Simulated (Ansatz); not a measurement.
# Li on Ti(0001): change of the work function

How does Li on the fcc site change the work function of Ti(0001) as the layer fills?

Main program and level: Ansatz 0.2.0; plane-wave DFT, PBE, Ansatz PAW.

## 1. The structure

The cell holds 4 atoms: 4 Ti. Its edges and angles: a = 2.950 Å, b = 2.950 Å, c = 25.027 Å, α = 90.0°, β = 90.0°, γ = 60.0°. Vacuum lies along c.

## 2. The clean slab

The bare slab comes first, as the zero from which every change is counted. The two lowest layers are held at bulk places and the upper ones relax. The dipole correction removes the false field that a one-sided slab makes across the periodic vacuum, so each face gets a flat vacuum level of its own.

input.yaml reads:

```yaml
crystal:
  lattice:
    - [2.95, 0.0, 0.0]
    - [1.475, 2.5547749412, 0.0]
    - [0.0, 0.0, 25.0269]
  atoms:
    - { symbol: Ti, position: [0.6666666667, 0.6666666667, 0.3596130564] }
    - { symbol: Ti, position: [0.0, 0.0, 0.4532043521] }
    - { symbol: Ti, position: [0.6666666667, 0.6666666667, 0.5467956479] }
    - { symbol: Ti, position: [0.0, 0.0, 0.6403869436] }
kpoints:
  mp_grid: { grid: [12, 12, 1] }
hamiltonian:
  xc: pbe
scf:
  occupations: { method: fermi_dirac, width: 0.1 }
  convergence: { dr2_threshold: 1.0e-08 }
efield:
  axis: 3
  dipole_correction: true
  ramp_position: 0.97
  ramp_width: 0.06
relax:
  f_tol: 0.02
  max_steps: 60
  constraints: [{ sites: [0, 1] }]
output:
  write_potential: true
  write_density: true
  volumetric_format: npy
```

Launch:

```bash
> ansatz run input.yaml --threads 4 --pin off --max-ram 6144MiB --backend cpu --events-out ev --progress --plain --runs-dir out
```

Numbers of over 12 decimals in the logs are rounded to 6 here.

The program printed:

```text
Engine: ansatz 0.2.0, aarch64-unknown-linux-gnu
Pseudopotentials: kind: paw
Pseudopotential: Ti, paw, valence charge 12, recommended cutoff 420 eV (normal), Ti.paw.azcp
Functional definition: PBE
  parameter kappa = 0.804
  parameter beta = 0.066725
  exchange = pbe_x(kappa = kappa, mu = beta*pi^2/3)
  correlation = pbe_c(beta = beta)
Crystal: 4 atoms, lattice volume = 188.617 Å³
Basis set: ecut = 420 eV, 3611 PW (Γ), exchange–correlation on 40×40×360 points (8 copies of the dense FFT grid, shifted against one another)
Bands: 29, of which v1, the nominal top of the filled ones, is band 24 counted from 1 (23 counted from 0)
Symmetry: 6 space group operations
k-points: 19 of 144 (time reversal used)
Non-local potential: Ti, projectors of the file, l = 0: 3, l = 1: 2, l = 2: 3, l = 3: 1
PAW form: soft (Blöchl's): semilocal exchange-correlation on the pseudo side does not see the compensation charge
PAW one-centre angular grid: Ti, 590 points (default); XC on 64 Gauss nodes
Initial density: superposition of atomic densities (neutral atoms: chi_scale 0, normalization atom), corrected by the library's trained network
Initial wavefunctions: pseudopotential atomic-orbital guess
Functional: x = pbe(κ = 0.804, μ = 0.219515), c = pbe(β = 0.066725)
SCF iter   1: F=—  HF=-9996.827743 eV  |F-HF|=—  |Δ(HF+E_count)|=         —  Δρ=6.22e-3  dr2=3.89e-1  ethr=1.77e-3  p=0.000 e·Å  D=5.72e-14 V/Å  ΔV_dip=-0.00 eV  dr2_dipole=9.47e-6  V_vac-E_F(+/−)=4.09/4.09 eV  ⟨swp⟩=7.0  Hψ=5629  notcnv=0
efield: sawtooth ramp at fractional position 0.9700 (set: `efield.ramp_position`, or a place that a band, a saddle search or an elastic batch's reference lends), width 0.0600; the density the first Hamiltonian is built on has a dipole p = 0.000 e·Å; the dipole correction subtracts the counter field D = 5.72e-14 V/Å, which shifts the + side's vacuum level by -0.00 eV against the − side's; the planar-averaged density in the ramp window peaks in size at 3.0e-5 e/Å³
automatic band count: the SCF goes on with 34 bands, as 29 were too few: the levels above may hold too much charge
preconditioner: auto → LDOS  [metal: Δε(μ)=0.033 eV  Ē_g=2.762 eV  σ=0.100 eV  W_gap=0.08  n_scr=16 (ndim 8)  ℏωp=10.8 eV  f_vac=0.550  D(μ)=8.41/eV (n_scr^D=88)  β→1.0]
SCF iter   2: F=—  HF=-9996.820566 eV  |F-HF|=—  |Δ(HF+E_count)|=   7.18e-3  Δρ=2.07e-3  dr2=1.66e-2  ethr=8.11e-4  p=-0.000 e·Å  D=-3.83e-5 V/Å  ΔV_dip=0.00 eV  dr2_dipole=2.48e-6  V_vac-E_F(+/−)=4.36/4.36 eV  ⟨swp⟩=1.9  Hψ=850  notcnv=0
SCF iter   3: F=—  HF=-9996.820324 eV  |F-HF|=—  |Δ(HF+E_count)|=   2.43e-4  Δρ=7.15e-4  dr2=2.59e-3  ethr=3.45e-5  p=-0.000 e·Å  D=-4.47e-5 V/Å  ΔV_dip=0.00 eV  dr2_dipole=9.85e-8  V_vac-E_F(+/−)=4.36/4.36 eV  ⟨swp⟩=2.1  Hψ=828  notcnv=0
SCF iter   4: F=—  HF=-9996.820197 eV  |F-HF|=—  |Δ(HF+E_count)|=   1.27e-4  Δρ=1.83e-4  dr2=7.43e-5  ethr=5.40e-6  p=-0.000 e·Å  D=-7.22e-6 V/Å  ΔV_dip=0.00 eV  dr2_dipole=6.13e-7  V_vac-E_F(+/−)=4.39/4.39 eV  ⟨swp⟩=2.0  Hψ=788  notcnv=0
SCF iter   5: F=—  HF=-9996.820294 eV  |F-HF|=—  |Δ(HF+E_count)|=   9.74e-5  Δρ=1.05e-4  dr2=4.27e-5  ethr=1.55e-7  p=-0.000 e·Å  D=-6.02e-6 V/Å  ΔV_dip=0.00 eV  dr2_dipole=2.14e-9  V_vac-E_F(+/−)=4.40/4.40 eV  ⟨swp⟩=3.4  Hψ=1271  notcnv=0
SCF iter   6: F=—  HF=-9996.820299 eV  |F-HF|=—  |Δ(HF+E_count)|=   5.17e-6  Δρ=3.45e-5  dr2=6.91e-6  ethr=8.90e-8  p=0.000 e·Å  D=5.34e-6 V/Å  ΔV_dip=-0.00 eV  dr2_dipole=4.49e-12  V_vac-E_F(+/−)=4.41/4.41 eV  ⟨swp⟩=2.2  Hψ=859  notcnv=0
SCF iter   7: F=—  HF=-9996.820326 eV  |F-HF|=—  |Δ(HF+E_count)|=   2.63e-5  Δρ=9.73e-6  dr2=2.31e-7  ethr=1.44e-8  p=0.000 e·Å  D=4.34e-6 V/Å  ΔV_dip=-0.00 eV  dr2_dipole=2.61e-10  V_vac-E_F(+/−)=4.41/4.41 eV  ⟨swp⟩=1.5  Hψ=670  notcnv=0
SCF iter   8: F=—  HF=-9996.820326 eV  |F-HF|=—  |Δ(HF+E_count)|=   3.11e-7  Δρ=4.96e-6  dr2=7.05e-8  ethr=4.82e-10  p=0.000 e·Å  D=3.41e-6 V/Å  ΔV_dip=-0.00 eV  dr2_dipole=1.15e-11  V_vac-E_F(+/−)=4.41/4.41 eV  ⟨swp⟩=3.0  Hψ=1249  notcnv=0
SCF iter   9: F=-9996.820326 eV  HF=-9996.820326 eV  |F-HF|=4.66e-9  |Δ(HF+E_count)|=   1.10e-8  Δρ=1.31e-6  dr2=3.16e-9  ethr=2.08e-11  p=0.000 e·Å  D=1.86e-6 V/Å  ΔV_dip=-0.00 eV  dr2_dipole=2.64e-11  V_vac-E_F(+/−)=4.41/4.41 eV  ⟨swp⟩=7.9  Hψ=4145  notcnv=0
SCF 1 converged in 9 iterations: F = -9996.820326 eV  dr2 = 3.16e-9
  greatest PAW one-centre occupation: 0.999 electrons in one spin orbital (limit 2), on the Ti atom at site 2 (counted from 0), in its partial waves of l = 0
relax step   1: F+E_penalty+E_count = -9996.82032589 eV  Δ(F+E_penalty+E_count) = +0.000e0 eV  max|allowed force component| = 6.136e-1 eV/Å  Δτ_max = 0.0000 Å  (9 SCF iters, accepted)
Bands: 34, of which v1, the nominal top of the filled ones, is band 24 counted from 1 (23 counted from 0)
Initial density: handed on by an earlier stage of this run
Initial wavefunctions: those handed on with the density
SCF iter   1: F=—  HF=-9997.020719 eV  |F-HF|=—  |Δ(HF+E_count)|=         —  Δρ=1.54e-2  dr2=3.23e0  ethr=3.10e-3  p=0.000 e·Å  D=6.90e-7 V/Å  ΔV_dip=-0.00 eV  dr2_dipole=2.03e-1  V_vac-E_F(+/−)=4.45/4.45 eV  ⟨swp⟩=4.8  Hψ=1854  notcnv=0
efield: sawtooth ramp at fractional position 0.9700 (set: `efield.ramp_position`, or a place that a band, a saddle search or an elastic batch's reference lends), width 0.0600; the density the first Hamiltonian is built on has a dipole p = 0.000 e·Å; the dipole correction subtracts the counter field D = 6.90e-7 V/Å, which shifts the + side's vacuum level by -0.00 eV against the − side's; the planar-averaged density in the ramp window peaks in size at 8.7e-6 e/Å³
preconditioner: auto → LDOS  [metal: Δε(μ)=0.006 eV  Ē_g=2.864 eV  σ=0.100 eV  W_gap=0.02  n_scr=16 (ndim 8)  ℏωp=10.8 eV  f_vac=0.560  D(μ)=7.32/eV (n_scr^D=62)  β→1.0]
SCF iter   2: F=—  HF=-9996.896701 eV  |F-HF|=—  |Δ(HF+E_count)|=   1.24e-1  Δρ=7.26e-3  dr2=5.18e-1  ethr=3.10e-3  p=0.018 e·Å  D=1.74e-2 V/Å  ΔV_dip=-0.44 eV  dr2_dipole=8.81e-2  V_vac-E_F(+/−)=4.00/4.43 eV  ⟨swp⟩=2.1  Hψ=1128  notcnv=0
SCF iter   3: F=—  HF=-9996.864918 eV  |F-HF|=—  |Δ(HF+E_count)|=   3.18e-2  Δρ=2.42e-3  dr2=6.44e-2  ethr=1.08e-3  p=0.007 e·Å  D=6.93e-3 V/Å  ΔV_dip=-0.17 eV  dr2_dipole=1.04e-2  V_vac-E_F(+/−)=4.26/4.43 eV  ⟨swp⟩=2.1  Hψ=988  notcnv=0
SCF iter   4: F=—  HF=-9996.859779 eV  |F-HF|=—  |Δ(HF+E_count)|=   5.14e-3  Δρ=9.85e-4  dr2=8.07e-3  ethr=1.34e-4  p=0.007 e·Å  D=6.69e-3 V/Å  ΔV_dip=-0.17 eV  dr2_dipole=2.47e-3  V_vac-E_F(+/−)=4.26/4.43 eV  ⟨swp⟩=2.1  Hψ=974  notcnv=0
SCF iter   5: F=—  HF=-9996.859571 eV  |F-HF|=—  |Δ(HF+E_count)|=   2.08e-4  Δρ=1.72e-4  dr2=9.56e-5  ethr=1.68e-5  p=0.006 e·Å  D=5.68e-3 V/Å  ΔV_dip=-0.14 eV  dr2_dipole=1.68e-5  V_vac-E_F(+/−)=4.29/4.43 eV  ⟨swp⟩=1.9  Hψ=759  notcnv=0
SCF iter   6: F=—  HF=-9996.859598 eV  |F-HF|=—  |Δ(HF+E_count)|=   2.75e-5  Δρ=9.00e-5  dr2=6.59e-5  ethr=1.99e-7  p=0.005 e·Å  D=5.13e-3 V/Å  ΔV_dip=-0.13 eV  dr2_dipole=5.10e-6  V_vac-E_F(+/−)=4.30/4.43 eV  ⟨swp⟩=2.3  Hψ=888  notcnv=0
SCF iter   7: F=—  HF=-9996.859606 eV  |F-HF|=—  |Δ(HF+E_count)|=   8.13e-6  Δρ=5.04e-5  dr2=8.15e-6  ethr=1.37e-7  p=0.005 e·Å  D=4.68e-3 V/Å  ΔV_dip=-0.12 eV  dr2_dipole=1.85e-6  V_vac-E_F(+/−)=4.31/4.43 eV  ⟨swp⟩=1.7  Hψ=678  notcnv=0
SCF iter   8: F=—  HF=-9996.859637 eV  |F-HF|=—  |Δ(HF+E_count)|=   3.11e-5  Δρ=1.65e-5  dr2=1.25e-6  ethr=1.70e-8  p=0.005 e·Å  D=4.37e-3 V/Å  ΔV_dip=-0.11 eV  dr2_dipole=3.61e-8  V_vac-E_F(+/−)=4.32/4.43 eV  ⟨swp⟩=2.5  Hψ=1020  notcnv=0
SCF iter   9: F=—  HF=-9996.859637 eV  |F-HF|=—  |Δ(HF+E_count)|=   1.30e-7  Δρ=6.35e-6  dr2=1.45e-7  ethr=2.60e-9  p=0.004 e·Å  D=4.27e-3 V/Å  ΔV_dip=-0.11 eV  dr2_dipole=6.59e-9  V_vac-E_F(+/−)=4.32/4.43 eV  ⟨swp⟩=2.1  Hψ=814  notcnv=0
SCF iter  10: F=—  HF=-9996.859637 eV  |F-HF|=—  |Δ(HF+E_count)|=   2.23e-8  Δρ=1.77e-6  dr2=1.75e-8  ethr=3.01e-10  p=0.004 e·Å  D=4.25e-3 V/Å  ΔV_dip=-0.11 eV  dr2_dipole=1.63e-9  V_vac-E_F(+/−)=4.32/4.43 eV  ⟨swp⟩=2.6  Hψ=940  notcnv=0
SCF iter  11: F=-9996.859637 eV  HF=-9996.859637 eV  |F-HF|=8.57e-10  |Δ(HF+E_count)|=   7.38e-9  Δρ=6.03e-7  dr2=2.44e-9  ethr=2.08e-11  p=0.004 e·Å  D=4.24e-3 V/Å  ΔV_dip=-0.11 eV  dr2_dipole=4.98e-10  V_vac-E_F(+/−)=4.32/4.43 eV  ⟨swp⟩=9.3  Hψ=3722  notcnv=0
SCF 2 converged in 11 iterations: F = -9996.859637 eV  dr2 = 2.44e-9
  greatest PAW one-centre occupation: 0.999 electrons in one spin orbital (limit 2), on the Ti atom at site 1 (counted from 0), in its partial waves of l = 0
relax step   2: F+E_penalty+E_count = -9996.85963747 eV  Δ(F+E_penalty+E_count) = -3.931e-2 eV  max|allowed force component| = 4.318e-1 eV/Å  Δτ_max = 0.1956 Å  (11 SCF iters, accepted)
iter 1 solved again at ethr=1.59e-3 eV; its pass at ethr=3.10e-3 eV (dr2=7.66e-1 eV) is discarded
SCF iter   1: F=—  HF=-9996.908496 eV  |F-HF|=—  |Δ(HF+E_count)|=         —  Δρ=7.69e-3  dr2=8.62e-1  ethr=1.59e-3  p=0.004 e·Å  D=4.24e-3 V/Å  ΔV_dip=-0.11 eV  dr2_dipole=4.10e-2  V_vac-E_F(+/−)=4.31/4.42 eV  ⟨swp⟩=1.0  Hψ=2302  notcnv=0
efield: sawtooth ramp at fractional position 0.9700 (set: `efield.ramp_position`, or a place that a band, a saddle search or an elastic batch's reference lends), width 0.0600; the density the first Hamiltonian is built on has a dipole p = 0.004 e·Å; the dipole correction subtracts the counter field D = 4.24e-3 V/Å, which shifts the + side's vacuum level by -0.11 eV against the − side's; the planar-averaged density in the ramp window peaks in size at 7.3e-6 e/Å³
preconditioner: auto → LDOS  [metal: Δε(μ)=0.012 eV  Ē_g=2.791 eV  σ=0.100 eV  W_gap=0.03  n_scr=16 (ndim 8)  ℏωp=10.8 eV  f_vac=0.555  D(μ)=7.84/eV (n_scr^D=74)  β→1.0]
SCF iter   2: F=—  HF=-9996.881424 eV  |F-HF|=—  |Δ(HF+E_count)|=   2.71e-2  Δρ=3.90e-3  dr2=1.36e-1  ethr=1.59e-3  p=-0.001 e·Å  D=-1.03e-3 V/Å  ΔV_dip=0.03 eV  dr2_dipole=2.98e-5  V_vac-E_F(+/−)=4.46/4.44 eV  ⟨swp⟩=2.1  Hψ=803  notcnv=0
SCF iter   3: F=—  HF=-9996.876836 eV  |F-HF|=—  |Δ(HF+E_count)|=   4.59e-3  Δρ=1.02e-3  dr2=7.96e-3  ethr=2.84e-4  p=0.001 e·Å  D=1.33e-3 V/Å  ΔV_dip=-0.03 eV  dr2_dipole=4.47e-4  V_vac-E_F(+/−)=4.39/4.43 eV  ⟨swp⟩=2.0  Hψ=893  notcnv=0
SCF iter   4: F=—  HF=-9996.876294 eV  |F-HF|=—  |Δ(HF+E_count)|=   5.42e-4  Δρ=2.15e-4  dr2=1.88e-4  ethr=1.66e-5  p=0.001 e·Å  D=1.32e-3 V/Å  ΔV_dip=-0.03 eV  dr2_dipole=4.33e-5  V_vac-E_F(+/−)=4.39/4.43 eV  ⟨swp⟩=2.0  Hψ=779  notcnv=0
SCF iter   5: F=—  HF=-9996.876314 eV  |F-HF|=—  |Δ(HF+E_count)|=   2.03e-5  Δρ=8.59e-5  dr2=4.19e-5  ethr=3.92e-7  p=0.002 e·Å  D=1.54e-3 V/Å  ΔV_dip=-0.04 eV  dr2_dipole=6.00e-6  V_vac-E_F(+/−)=4.39/4.42 eV  ⟨swp⟩=2.3  Hψ=962  notcnv=0
SCF iter   6: F=—  HF=-9996.876353 eV  |F-HF|=—  |Δ(HF+E_count)|=   3.85e-5  Δρ=3.19e-5  dr2=6.27e-6  ethr=8.73e-8  p=0.002 e·Å  D=1.75e-3 V/Å  ΔV_dip=-0.04 eV  dr2_dipole=2.46e-7  V_vac-E_F(+/−)=4.38/4.42 eV  ⟨swp⟩=2.0  Hψ=789  notcnv=0
SCF iter   7: F=—  HF=-9996.876383 eV  |F-HF|=—  |Δ(HF+E_count)|=   3.04e-5  Δρ=1.32e-5  dr2=9.85e-7  ethr=1.31e-8  p=0.002 e·Å  D=1.88e-3 V/Å  ΔV_dip=-0.05 eV  dr2_dipole=1.33e-7  V_vac-E_F(+/−)=4.38/4.42 eV  ⟨swp⟩=2.1  Hψ=797  notcnv=0
SCF iter   8: F=—  HF=-9996.876384 eV  |F-HF|=—  |Δ(HF+E_count)|=   1.86e-7  Δρ=5.15e-6  dr2=2.26e-7  ethr=2.05e-9  p=0.002 e·Å  D=1.96e-3 V/Å  ΔV_dip=-0.05 eV  dr2_dipole=1.79e-8  V_vac-E_F(+/−)=4.37/4.42 eV  ⟨swp⟩=2.1  Hψ=829  notcnv=0
SCF iter   9: F=-9996.876384 eV  HF=-9996.876384 eV  |F-HF|=5.95e-9  |Δ(HF+E_count)|=   1.34e-8  Δρ=1.63e-6  dr2=7.68e-9  ethr=2.08e-11  p=0.002 e·Å  D=1.99e-3 V/Å  ΔV_dip=-0.05 eV  dr2_dipole=3.83e-10  V_vac-E_F(+/−)=4.37/4.42 eV  ⟨swp⟩=8.6  Hψ=4536  notcnv=0
SCF 3 converged in 9 iterations: F = -9996.876384 eV  dr2 = 7.68e-9
relax step   3: F+E_penalty+E_count = -9996.87638356 eV  Δ(F+E_penalty+E_count) = -1.675e-2 eV  max|allowed force component| = 1.190e-2 eV/Å  Δτ_max = 0.0899 Å  (9 SCF iters, accepted)
NSCF: frozen V_eff on 19 k-points
the band table was solved once a step of the walk had ended and its energy, with any forces and stress, was formed, with the checks that follow a solve (2893 applications of the Hamiltonian). They found nothing against the state; the energy, forces and stress were not computed again (output.eigenvalues in the input reference)
WARN: The input density's exchange-correlation potential varies sharply where the density is thin. Do not read a vacuum level from v_tot or v_xc, or from such a field of the output density. On a cell that repeats whose density bears no net charge and no dipole along the vacuum's axis use v_es (v_loc + v_h of the components); under efield.dipole_correction with no amplitude use v_es + v_field, which holds any external [...]
SCF converged after 9 iterations
Free energy (F): -9996.876384 eV
Harris-Foulkes:  -9996.876384 eV  (|F-HF|=5.95e-9)
Internal energy: -9996.623465 eV  (E = F + TS)
E sigma→0 (E₀):  -9996.749924 eV
Entropy (-TS):   -0.252919 eV (-63.230 meV/atom)
Fermi energy:    2.290332 eV
Dipole field:    D = 0.002018 V/Å  (p = 0.002104 e·Å, saw-weighted, corrected)
Work function:   Φ+ = 4.3729 eV   Φ− = 4.4234 eV
Levels:          The Fermi level and band energies are counted from a zero that moves with the ramp; work functions are not
--- Per-component energies (eV) ---
  E_band       = -1160.708086
  E_kinetic    = 1085.706683
  E_local      = -50168.131695  (includes V_loc(G=0)·N_el)
  E_nonlocal   = 34.277157
  E_hartree    = 24527.751569
  E_xc         = -386.964372
  E_vxc        = -483.802244  (∫ρ·V_xc dr)
  E_paw        = -4190.770097  (= ΣΔE_a)
  E_vpaw       = -684.249600  (= ΣTr[D̂ρ^β])
  E_aug_tail   = 0.000492  (compensation charges beyond the density's cutoff)
  E_efield     = 0.000002  (sawtooth field / dipole correction)
  E_vefield    = 0.000915  (∫n·V_field dr)
  E_ewald      = 19101.506797
  E_smearing   = -0.252919  (= −TS)
  E_closure    = -0.000000  (closes the sum)
  Σ components = -9996.876384   (vs F -9996.876384, Δ=0.00e0)
--- Forces (eV/Å), atoms counted from 1 ---
  atom   1  Ti     0.00000000     0.00000000     0.60717096
  atom   2  Ti     0.00000000    -0.00000000    -0.58698495
  atom   3  Ti     0.00000000     0.00000000    -0.00824482
  atom   4  Ti    -0.00000000    -0.00000000    -0.01190260
  max |Σ_I F_I| component: 3.86e-5 eV/Å
--- Band table (eV; the first three rows and the last of 19) ---
  k-point 0: bands = [... 20 lower, 2.0512, 2.2819, 2.7160, 2.7943, 2.9364, 2.9364, 3.0094, 3.0094, ... 6 higher]
  k-point 1: bands = [... 20 lower, 1.9894, 2.2496, 2.5399, 2.6448, 2.8456, 2.9373, 3.0405, 3.0898, ... 6 higher]
  k-point 2: bands = [... 20 lower, 1.7486, 2.0197, 2.1514, 2.4575, 2.5617, 2.7274, 3.0024, 3.2370, ... 6 higher]
  k-point 18: bands = [... 20 lower, 1.1279, 1.5089, 1.5929, 2.2386, 2.2466, 2.3803, 2.4174, 2.5706, ... 6 higher]
--- Relaxed structure (3 steps of the walk, 3 accepted, 0 SCFs on fresh bases) ---
  F+E_penalty+E_count = -9996.87638356 eV   max|allowed force component| = 1.190e-2 eV/Å
  atoms:
    - { symbol: Ti, position: [0.666667, 0.666667, 0.3596130564] }
    - { symbol: Ti, position: [0.0, 0.0, 0.4532043521] }
    - { symbol: Ti, position: [0.666667, 0.666667, 0.549513] }
    - { symbol: Ti, position: [0, 0, 0.636167] }
```

The job ended after 9.6 s (4 threads of Arm Neoverse V1, shared host; peak memory 0.51 GiB).

Step by step:

```csv
step,energy less that of the first step (eV),largest force component (eV/Å)
1,0.0000,0.6136
2,-0.0393,0.4318
3,-0.0561,0.0119
```

Forces are held to the 6 operations that the run works with; a distortion that breaks them can't arise in this run.

The atoms that moved most (Å):

```csv
atom,dx,dy,dz,length
Ti4,0.000,0.000,-0.106,0.106
Ti3,0.000,0.000,0.068,0.068
```

Numbers from this step:

- energy at zero smearing: -9996.7499 eV
- work function, upper face: 4.373 eV
- work function, lower face: 4.423 eV
- dipole along the normal: 0.002104 e·Å
- step between the vacuum levels: -0.05051 eV

Running mean over 2.342 Å of the planar mean; the ramp of the sawtooth is left out. The electron's electrostatic potential energy less the Fermi level by z:

```csv
z (Å),electron's electrostatic potential energy less the Fermi level (eV)
3.5,4.42
4.0,4.42
4.5,4.42
5.0,4.40
5.5,4.36
6.0,4.24
6.5,3.89
7.0,2.89
7.5,0.393
8.0,-3.13
8.5,-5.88
9.0,-6.74
9.5,-6.71
10.0,-6.59
10.5,-6.56
11.0,-6.58
11.5,-6.56
12.0,-6.38
12.5,-6.24
13.0,-6.32
13.5,-6.57
14.0,-6.94
14.5,-7.53
15.0,-7.68
15.5,-7.32
16.0,-6.81
16.5,-5.57
17.0,-2.61
17.5,0.849
18.0,3.07
18.5,3.92
19.0,4.22
19.5,4.32
20.0,4.36
20.5,4.37
21.0,4.37
21.5,4.37
```

The relaxation took 3 steps and lowered the energy by 0.056 eV; the largest force on the free atoms ends at 0.012 eV/Å.

The work function of the upper face is 4.37 eV.

(Continued in part 2 of 3.)

[Logs are printed without paths, hosts, clocks, repeated set-up lines and the standing remarks that a program may print on its own settings, such as how far it seeks lower states.]

[Hosts, paths, dates, database ids (printed as entryN), source tags and the programs' standing remarks are cut or masked in the printed files.]

[Maps of the electrostatic potential energy from Ansatz leave out the sawtooth potential of an applied field or a dipole correction, so their vacuum need not be flat; planar profiles and work functions include it.]
